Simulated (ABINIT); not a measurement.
## CsSnI3 (Pm-3m): G0W0 in ABINIT against the wavefunction cutoff in GW

How does the gap of CsSnI3 (Pm-3m) converge in the wavefunction cutoff in GW?

Calculated with ABINIT 10.8.3; PBE and many-body steps on it, plane waves.

### 1. The structure

The structure is cubic, space group Pm-3m (No. 221). The conventional cell has a = 6.286 Å, b = 6.286 Å, c = 6.286 Å, α = 90.00°, β = 90.00°, γ = 90.00°. Cs has 12 I at 4.45 Å nearest. Sn has 6 I at 3.14 Å nearest. Nearest to I lie 2 Sn at 3.14 Å and 4 Cs at 4.45 Å. Farther neighbours and most contacts between anions are not listed.

Structure file:

```cif
data_structure
_symmetry_space_group_name_H-M 'P 1'
_symmetry_Int_Tables_number 1
_cell_length_a 6.2862
_cell_length_b 6.2862
_cell_length_c 6.2862
_cell_angle_alpha 90.000
_cell_angle_beta 90.000
_cell_angle_gamma 90.000
_cell_volume 248.41
loop_
_atom_site_label
_atom_site_type_symbol
_atom_site_fract_x
_atom_site_fract_y
_atom_site_fract_z
_atom_site_occupancy
Cs1 Cs 0.50000 0.50000 0.50000 1
Sn2 Sn 0.00000 0.00000 0.00000 1
I3 I 0.50000 0.00000 0.00000 1
I4 I 0.00000 0.00000 0.50000 1
I5 I 0.00000 0.50000 0.00000 1
```

The cell and positions are those that the Materials Project relaxed with its own functionals (PBE, PBE+U or r2SCAN), kept fixed. Spin-orbit coupling is left out unless a step names it.

### 2. Screening, 2×2×2 mesh, 164 bands, screening to 106.1 eV

This step: ABINIT 10.8.3; RPA screening on PBE, plane waves, norm-conserving pseudopotentials.

The RPA dielectric matrix is built and inverted for each q.

Contents of run.abi:

```
acell 3*1.0 Angstrom
rprim 
  6.286228000000 0.000000000000 0.000000000000
  0.000000000000 6.286228000000 0.000000000000
  0.000000000000 0.000000000000 6.286228000000
ntypat 3
znucl 55 50 53
natom 5
typat 1 2 3 3 3
xred 
  0.500000000000 0.500000000000 0.500000000000
  0.000000000000 0.000000000000 0.000000000000
  0.500000000000 0.000000000000 0.000000000000
  0.000000000000 0.000000000000 0.500000000000
  0.000000000000 0.500000000000 0.000000000000
pp_dirpath "pseudos"
pseudos "Cs.upf, Sn.upf, I.upf"
ecut 32
ngkpt 2 2 2
nshiftk 1
shiftk 0 0 0
kptopt 1
chksymbreak 0
istwfk *1
occopt 1
irdwfk 1
optdriver 3
nband 164
ecuteps 3.9
inclvkb 2
awtr 1
symchi 1
ecutwfn 9.6
indata_prefix "in"
outdata_prefix "out"
tmpdata_prefix "tmp"
```

Launch:

```console
> OMP_NUM_THREADS=1 mpirun -n 8 abinit run.abi > log
```

Output:

```text
.Version 10.8.3 of ABINIT. v10.8.2 released Aug 2026.

 Symmetries : space group Pm -3 m (#221); Bravais cP (primitive cubic)
[... echo of the input left out ...]
== DATASET  1 ==================================================================
-   mpi_nproc: 8, omp_nthreads: 1 (-1 if OMP is not activated)

--- !DatasetInfo
iteration_state: {dtset: 1, }
dimensions: {natom: 5, nkpt: 4, mband: 164, nsppol: 1, nspinor: 1, nspden: 1, mpw: 2408, }
cutoff_energies: {ecut:   9.6, pawecutdg:  -1.0, }
electrons: {nelect:   4.40000000E+01, charge:   0.00000000E+00, occopt:   1.00000000E+00, tsmear:   1.00000000E-02, }

 SCREENING: Calculation of the susceptibility and dielectric matrices

 Based on a program developped by R.W. Godby, V. Olevano, G. Onida, and L. Reining.
 Incorporated in ABINIT by V. Olevano, G.-M. Rignanese, and M. Torrent.
.Using double precision arithmetic ; gwpc =  8

[... cell and pseudopotentials left out ...]
--------------------------------------------------------------------------------

 ==== K-mesh for the wavefunctions ====
 Number of points in the irreducible wedge :     4
[... list of points left out ...]
 Together with 48 symmetry operations and time-reversal symmetry
 yields     8 points in the full Brillouin Zone.

 ==== Q-mesh for the screening function ====
 Number of points in the irreducible wedge :     4
[... list of points left out ...]
 Together with 48 symmetry operations and time-reversal symmetry
 yields     8 points in the full Brillouin Zone.

 setmesh: FFT mesh size selected  =    27x   27x   27
          total number of points  =        19683

 vcoul_init : cutoff-mode = AUXILIARY_FUNCTION
 q-points for optical limit:   1
     1)      0.000010    0.000020    0.000030

- screening: taking advantage of time-reversal symmetry
- Maximum band index for partially occupied states nbvw = 22
- Remaining bands to be divided among processors   nbcw = 142
- Number of bands treated by each node ~17

 Number of electrons calculated from density =   43.1445; Expected =   44.0000
 average of density, n =  0.025737
 r_s =    2.1011
 omega_plasma =   15.4751 [eV]

 calculating chi0 at frequencies [eV] :
  1    0.000000E+00    0.000000E+00
  2    0.000000E+00    1.547514E+01

--------------------------------------------------------------------------------
  q-point number  1        q = ( 0.000000, 0.000000, 0.000000) [r.l.u.]
--------------------------------------------------------------------------------
[... chi0 elements left out ...]
 For q-point:  0.000010 0.000020 0.000030
  dielectric constant = 113.2271
  dielectric constant without local fields = 142.4094

  Average fulfillment of the sum rule on Im[epsilon] for q-point    1 :     74.84  [%]
[... wings left out ...]
  q-point number  2        q = ( 0.500000, 0.000000, 0.000000) [r.l.u.]
--------------------------------------------------------------------------------
[... chi0 elements left out ...]
  Average fulfillment of the sum rule on Im[epsilon] for q-point    2 :     83.40  [%]

 [... 2 further q-points ...]
```

The job ended after 14 s (8 MPI ranks of Intel Xeon Platinum 8488C (Sapphire Rapids), shared host; peak memory 1.3 GiB; 1.8 min of CPU time).

Numbers from this step:

- ε∞ with local fields, on this mesh, along the program's q direction: 113.2
- the same without local fields: 142.4
- plasma frequency: 15.48 eV
- plane waves in the screening matrix: 619

Local fields lower ε∞ by 20 %. The value itself is an artefact of the mesh, where one narrow direct gap carries too much weight.

### 3. 9.6 Ha

This step: G0W0 on PBE, plane waves, norm-conserving pseudopotentials.

run.abi: that of step 2 with these lines changed.

```diff
@@ -26,8 +26,17 @@
 irdwfk 1
-optdriver 3
+optdriver 4
 nband 164
+gwcalctyp 0
+ecutsigx 9.6
+symsigma 1
+nkptgw 2
+kptgw 
+  0.5000000000 0.5000000000 0.5000000000
+  0.0000000000 0.0000000000 0.0000000000
+bdgw 
+  19 25
+  20 25
 ecuteps 3.9
-inclvkb 2
-awtr 1
-symchi 1
+irdscr 1
+ppmodel 1
 ecutwfn 9.6
```

Output:

```text
.Version 10.8.3 of ABINIT. v10.8.2 released Aug 2026.

 Symmetries : space group Pm -3 m (#221); Bravais cP (primitive cubic)
[... echo of the input left out ...]
== DATASET  1 ==================================================================
-   mpi_nproc: 8, omp_nthreads: 1 (-1 if OMP is not activated)

--- !DatasetInfo
iteration_state: {dtset: 1, }
dimensions: {natom: 5, nkpt: 4, mband: 164, nsppol: 1, nspinor: 1, nspden: 1, mpw: 2408, }
cutoff_energies: {ecut:   9.6, pawecutdg:  -1.0, }
electrons: {nelect:   4.40000000E+01, charge:   0.00000000E+00, occopt:   1.00000000E+00, tsmear:   1.00000000E-02, }

 SIGMA: Calculation of the GW corrections

 Based on a program developped by R.W. Godby, V. Olevano, G. Onida, and L. Reining.
 Incorporated in ABINIT by V. Olevano, G.-M. Rignanese, and M. Torrent.
.Using double precision arithmetic ; gwpc =  8

[... cell and pseudopotentials left out ...]
--------------------------------------------------------------------------------

 ==== K-mesh for the wavefunctions ====
 Number of points in the irreducible wedge :     4
[... list of points left out ...]
 Together with 48 symmetry operations and time-reversal symmetry
 yields     8 points in the full Brillouin Zone.

 ==== Q-mesh for screening function ====
 Number of points in the irreducible wedge :     4
[... list of points left out ...]
 Together with 48 symmetry operations and time-reversal symmetry
 yields     8 points in the full Brillouin Zone.

 vcoul_init : cutoff-mode = AUXILIARY_FUNCTION
 q-points for optical limit:   1
     1)      0.000010    0.000020    0.000030
 setmesh: FFT mesh size selected  =    36x   36x   36
          total number of points  =        46656

 Number of electrons calculated from density =   43.1445; Expected =   44.0000
 average of density, n =  0.025737
 r_s =    2.1011
 omega_plasma =   15.4751 [eV]

 === KS Band Gaps ===
  >>>> For spin  1
   Minimum direct gap =   0.4710 [eV], located at k-point      :   0.5000  0.5000  0.5000
   Fundamental gap    =   0.4710 [eV], Top of valence bands at :   0.5000  0.5000  0.5000
                                       Bottom of conduction at :   0.5000  0.5000  0.5000
 SIGMA fundamental parameters:
 PLASMON POLE MODEL  1
 number of plane-waves for SigmaX                 2373
 number of plane-waves for SigmaC and W            619
 number of plane-waves for wavefunctions          2373
 number of bands                                   164
 number of independent spin polarizations            1
 number of spinorial components                      1
 number of k-points in IBZ                           4
 number of q-points in IBZ                           4
 number of symmetry operations                      48
 number of k-points in BZ                            8
 number of q-points in BZ                            8
 number of frequencies for dSigma/dE                 9
 frequency step for dSigma/dE [eV]                0.25
 number of omega for Sigma on real axis              0
 max omega for Sigma on real axis  [eV]           0.00
 zcut for avoiding poles [eV]                     0.10

 EPSILON^-1 parameters (SCR file):
 dimension of the eps^-1 matrix on file            619
 dimension of the eps^-1 matrix used               619
 number of plane-waves for wavefunctions          2373
 number of bands                                   164
 number of q-points in IBZ                           4
 number of frequencies                               2
 number of real frequencies                          1
 number of imag frequencies                          1

 matrix elements of self-energy operator (all in [eV])

 Perturbative Calculation

--- !SelfEnergy_ee
iteration_state: {dtset: 1, }
kpoint     : [   0.500,    0.500,    0.500, ]
spin       : 1
KS_gap     :    0.471
QP_gap     :    0.852
Delta_QP_KS:    0.381
data: !SigmaeeData |
     Band     E0 <VxcDFT>   SigX SigC(E0)      Z dSigC/dE  Sig(E)    E-E0       E
       19   0.434 -11.254 -14.012   2.412   0.766  -0.306 -11.519  -0.265   0.169
       20   0.434 -11.254 -14.012   2.412   0.766  -0.306 -11.519  -0.265   0.169
       21   0.434 -11.254 -14.012   2.412   0.766  -0.306 -11.519  -0.265   0.169
       22   1.957 -12.233 -13.726   1.349   0.775  -0.290 -12.344  -0.111   1.846
       23   2.428  -9.617  -6.420  -2.852   0.780  -0.282  -9.348   0.270   2.697
       24   2.428  -9.617  -6.420  -2.852   0.780  -0.282  -9.348   0.270   2.697
[...]
--- !SelfEnergy_ee
iteration_state: {dtset: 1, }
kpoint     : [   0.000,    0.000,    0.000, ]
spin       : 1
KS_gap     :    4.306
QP_gap     :    4.733
Delta_QP_KS:    0.427
data: !SigmaeeData |
     Band     E0 <VxcDFT>   SigX SigC(E0)      Z dSigC/dE  Sig(E)    E-E0       E
[...]
23   4.321  -5.759  -2.346  -3.241   0.820  -0.220  -5.618   0.141   4.462
       24   5.326  -6.074  -2.593  -3.174   0.819  -0.221  -5.823   0.251   5.577
       25   5.326  -6.074  -2.593  -3.174   0.819  -0.221  -5.823   0.251   5.577

== END DATASET(S) ==============================================================
================================================================================

 -outvars: echo values of variables after computation  --------
           etotal      0.0000000000E+00
            nband         164
             nkpt           4
          spgroup         221
 [... the other variables as echoed above ...]

 Calculation completed.
```

It took 20 s on 8 MPI ranks; peak memory 1.8 GiB.

This step gave:

```
G0W0 gap on the points computed              : 0.851 eV
starting gap on the mesh                     : 0.4710 eV
k of the valence top                         : 0.5, 0.5, 0.5
k of the conduction bottom                   : 0.5, 0.5, 0.5
Z at the valence top                         : 0.775
Z at the conduction bottom                   : 0.78
least direct G0W0 gap on the computed points : 0.851 eV
```

### 4. Screening, 2×2×2 mesh, 164 bands, screening to 106.1 eV

This step: RPA screening on PBE, plane waves, norm-conserving pseudopotentials.

run.abi: that of step 3 with these lines changed.

```diff
@@ -26,18 +26,9 @@
 irdwfk 1
-optdriver 4
+optdriver 3
 nband 164
-gwcalctyp 0
-ecutsigx 9.6
-symsigma 1
-nkptgw 2
-kptgw 
-  0.5000000000 0.5000000000 0.5000000000
-  0.0000000000 0.0000000000 0.0000000000
-bdgw 
-  19 25
-  20 25
 ecuteps 3.9
-irdscr 1
-ppmodel 1
-ecutwfn 9.6
+inclvkb 2
+awtr 1
+symchi 1
+ecutwfn 16
 indata_prefix "in"
```

Output:

```text
.Version 10.8.3 of ABINIT. v10.8.2 released Aug 2026.

 Symmetries : space group Pm -3 m (#221); Bravais cP (primitive cubic)
[... echo of the input left out ...]
== DATASET  1 ==================================================================
-   mpi_nproc: 8, omp_nthreads: 1 (-1 if OMP is not activated)

--- !DatasetInfo
iteration_state: {dtset: 1, }
dimensions: {natom: 5, nkpt: 4, mband: 164, nsppol: 1, nspinor: 1, nspden: 1, mpw: 5137, }
cutoff_energies: {ecut:  16.0, pawecutdg:  -1.0, }
electrons: {nelect:   4.40000000E+01, charge:   0.00000000E+00, occopt:   1.00000000E+00, tsmear:   1.00000000E-02, }

 SCREENING: Calculation of the susceptibility and dielectric matrices

 Based on a program developped by R.W. Godby, V. Olevano, G. Onida, and L. Reining.
 Incorporated in ABINIT by V. Olevano, G.-M. Rignanese, and M. Torrent.
.Using double precision arithmetic ; gwpc =  8

[... cell and pseudopotentials left out ...]
--------------------------------------------------------------------------------

 ==== K-mesh for the wavefunctions ====
 Number of points in the irreducible wedge :     4
[... list of points left out ...]
 Together with 48 symmetry operations and time-reversal symmetry
 yields     8 points in the full Brillouin Zone.

 ==== Q-mesh for the screening function ====
 Number of points in the irreducible wedge :     4
[... list of points left out ...]
 Together with 48 symmetry operations and time-reversal symmetry
 yields     8 points in the full Brillouin Zone.

 setmesh: FFT mesh size selected  =    32x   32x   32
          total number of points  =        32768

 vcoul_init : cutoff-mode = AUXILIARY_FUNCTION
 q-points for optical limit:   1
     1)      0.000010    0.000020    0.000030

- screening: taking advantage of time-reversal symmetry
- Maximum band index for partially occupied states nbvw = 22
- Remaining bands to be divided among processors   nbcw = 142
- Number of bands treated by each node ~17

 Number of electrons calculated from density =   43.9077; Expected =   44.0000
 average of density, n =  0.026192
 r_s =    2.0889
 omega_plasma =   15.6114 [eV]

 calculating chi0 at frequencies [eV] :
  1    0.000000E+00    0.000000E+00
  2    0.000000E+00    1.561142E+01

--------------------------------------------------------------------------------
  q-point number  1        q = ( 0.000000, 0.000000, 0.000000) [r.l.u.]
--------------------------------------------------------------------------------
[... chi0 elements left out ...]
 For q-point:  0.000010 0.000020 0.000030
  dielectric constant = 113.2527
  dielectric constant without local fields = 142.4766

  Average fulfillment of the sum rule on Im[epsilon] for q-point    1 :     73.99  [%]
[... wings left out ...]
  q-point number  2        q = ( 0.500000, 0.000000, 0.000000) [r.l.u.]
--------------------------------------------------------------------------------
[... chi0 elements left out ...]
  Average fulfillment of the sum rule on Im[epsilon] for q-point    2 :     81.65  [%]

 [... 2 further q-points ...]
```

Wall time 20 s (8 MPI ranks); peak memory 1.8 GiB; 2.6 min of CPU time.

Numbers from this step:

* ε∞ with local fields, on this mesh, along the program's q direction: 113.3
* the same without local fields: 142.5
* plasma frequency: 15.61 eV
* plane waves in the screening matrix: 619

### 5. 16 Ha

The self-energy is evaluated for the states that the input lists, and the levels follow from it, in one-shot runs by the linearised quasiparticle equation.

This step: G0W0 on PBE, plane waves, norm-conserving pseudopotentials.

run.abi: that of step 4 with these lines changed.

```diff
@@ -26,8 +26,17 @@
 irdwfk 1
-optdriver 3
+optdriver 4
 nband 164
+gwcalctyp 0
+ecutsigx 16
+symsigma 1
+nkptgw 2
+kptgw 
+  0.5000000000 0.5000000000 0.5000000000
+  0.0000000000 0.0000000000 0.0000000000
+bdgw 
+  19 25
+  20 25
 ecuteps 3.9
-inclvkb 2
-awtr 1
-symchi 1
+irdscr 1
+ppmodel 1
 ecutwfn 16
```

Output:

```text
.Version 10.8.3 of ABINIT. v10.8.2 released Aug 2026.

 Symmetries : space group Pm -3 m (#221); Bravais cP (primitive cubic)
[... echo of the input left out ...]
== DATASET  1 ==================================================================
-   mpi_nproc: 8, omp_nthreads: 1 (-1 if OMP is not activated)

--- !DatasetInfo
iteration_state: {dtset: 1, }
dimensions: {natom: 5, nkpt: 4, mband: 164, nsppol: 1, nspinor: 1, nspden: 1, mpw: 5137, }
cutoff_energies: {ecut:  16.0, pawecutdg:  -1.0, }
electrons: {nelect:   4.40000000E+01, charge:   0.00000000E+00, occopt:   1.00000000E+00, tsmear:   1.00000000E-02, }

 SIGMA: Calculation of the GW corrections

 Based on a program developped by R.W. Godby, V. Olevano, G. Onida, and L. Reining.
 Incorporated in ABINIT by V. Olevano, G.-M. Rignanese, and M. Torrent.
.Using double precision arithmetic ; gwpc =  8

[... cell and pseudopotentials left out ...]
--------------------------------------------------------------------------------

 ==== K-mesh for the wavefunctions ====
 Number of points in the irreducible wedge :     4
[... list of points left out ...]
 Together with 48 symmetry operations and time-reversal symmetry
 yields     8 points in the full Brillouin Zone.

 ==== Q-mesh for screening function ====
 Number of points in the irreducible wedge :     4
[... list of points left out ...]
 Together with 48 symmetry operations and time-reversal symmetry
 yields     8 points in the full Brillouin Zone.

 vcoul_init : cutoff-mode = AUXILIARY_FUNCTION
 q-points for optical limit:   1
     1)      0.000010    0.000020    0.000030
 setmesh: FFT mesh size selected  =    45x   45x   45
          total number of points  =        91125

 Number of electrons calculated from density =   43.9077; Expected =   44.0000
[...]
number of omega for Sigma on real axis              0
 max omega for Sigma on real axis  [eV]           0.00
 zcut for avoiding poles [eV]                     0.10

 EPSILON^-1 parameters (SCR file):
 dimension of the eps^-1 matrix on file            619
 dimension of the eps^-1 matrix used               619
 number of plane-waves for wavefunctions          5137
 number of bands                                   164
 number of q-points in IBZ                           4
 number of frequencies                               2
 number of real frequencies                          1
 number of imag frequencies                          1

 matrix elements of self-energy operator (all in [eV])

 Perturbative Calculation

--- !SelfEnergy_ee
iteration_state: {dtset: 1, }
kpoint     : [   0.500,    0.500,    0.500, ]
spin       : 1
KS_gap     :    0.471
QP_gap     :    0.823
Delta_QP_KS:    0.352
data: !SigmaeeData |
     Band     E0 <VxcDFT>   SigX SigC(E0)      Z dSigC/dE  Sig(E)    E-E0       E
       19   0.434 -11.247 -14.013   2.410   0.766  -0.305 -11.520  -0.273   0.161
       20   0.434 -11.247 -14.013   2.410   0.766  -0.305 -11.520  -0.273   0.161
       21   0.434 -11.247 -14.013   2.410   0.766  -0.305 -11.520  -0.273   0.161
[...]
--- !SelfEnergy_ee
iteration_state: {dtset: 1, }
kpoint     : [   0.000,    0.000,    0.000, ]
spin       : 1
KS_gap     :    4.306
QP_gap     :    4.717
Delta_QP_KS:    0.411
data: !SigmaeeData |
     Band     E0 <VxcDFT>   SigX SigC(E0)      Z dSigC/dE  Sig(E)    E-E0       E
[...]
24   5.326  -6.049  -2.592  -3.175   0.819  -0.221  -5.818   0.231   5.557
       25   5.326  -6.049  -2.592  -3.175   0.819  -0.221  -5.818   0.231   5.557

== END DATASET(S) ==============================================================
================================================================================

 -outvars: echo values of variables after computation  --------
           etotal      0.0000000000E+00
            nband         164
             nkpt           4
          spgroup         221
 [... the other variables as echoed above ...]

 Calculation completed.
```

Wall time 20 s (8 MPI ranks); peak memory 2.1 GiB.

Numbers from this step:

```yaml
g0w0_gap_on_the_points_computed: 0.8230 eV
starting_gap_on_the_mesh: 0.4710 eV
k_of_the_valence_top: 0.5, 0.5, 0.5
k_of_the_conduction_bottom: 0.5, 0.5, 0.5
z_at_the_valence_top: 0.776
z_at_the_conduction_bottom: 0.78
least_direct_g0w0_gap_on_the_computed_points: 0.8230 eV
```

The gap on the mesh goes from 0.47 eV to 0.82 eV, a correction of +0.35 eV.

(Part 1 of 2 ends here.)

[Paths, hosts, dates, memory and timing lines, banners, echoed tables and standing remarks are left out of the program output.]

[Logs are printed without paths, hosts, clocks, repeated set-up lines and the standing remarks that a program may print on its own settings, such as how far it seeks lower states.]

[Runs of the session that timed out or met a known fault of the program may be left out.]

[No measured gap is set beside runs whose start may be inverted or whose files or cutoffs have a known fault.]

[Hosts, paths, dates, database ids (printed as entryN), source tags and the programs' standing remarks are cut or masked in the printed files.]

[G0W0 gaps are taken among the corrected bands and points alone; a level outside them can change the order at an edge.]

[Where Ansatz stands beside ABINIT at settings called matched, ABINIT's density can come from a denser mesh and the files from another edition; pairs whose starting gaps differed by over 0.03 eV were left out, so agreement reads better than it is.]
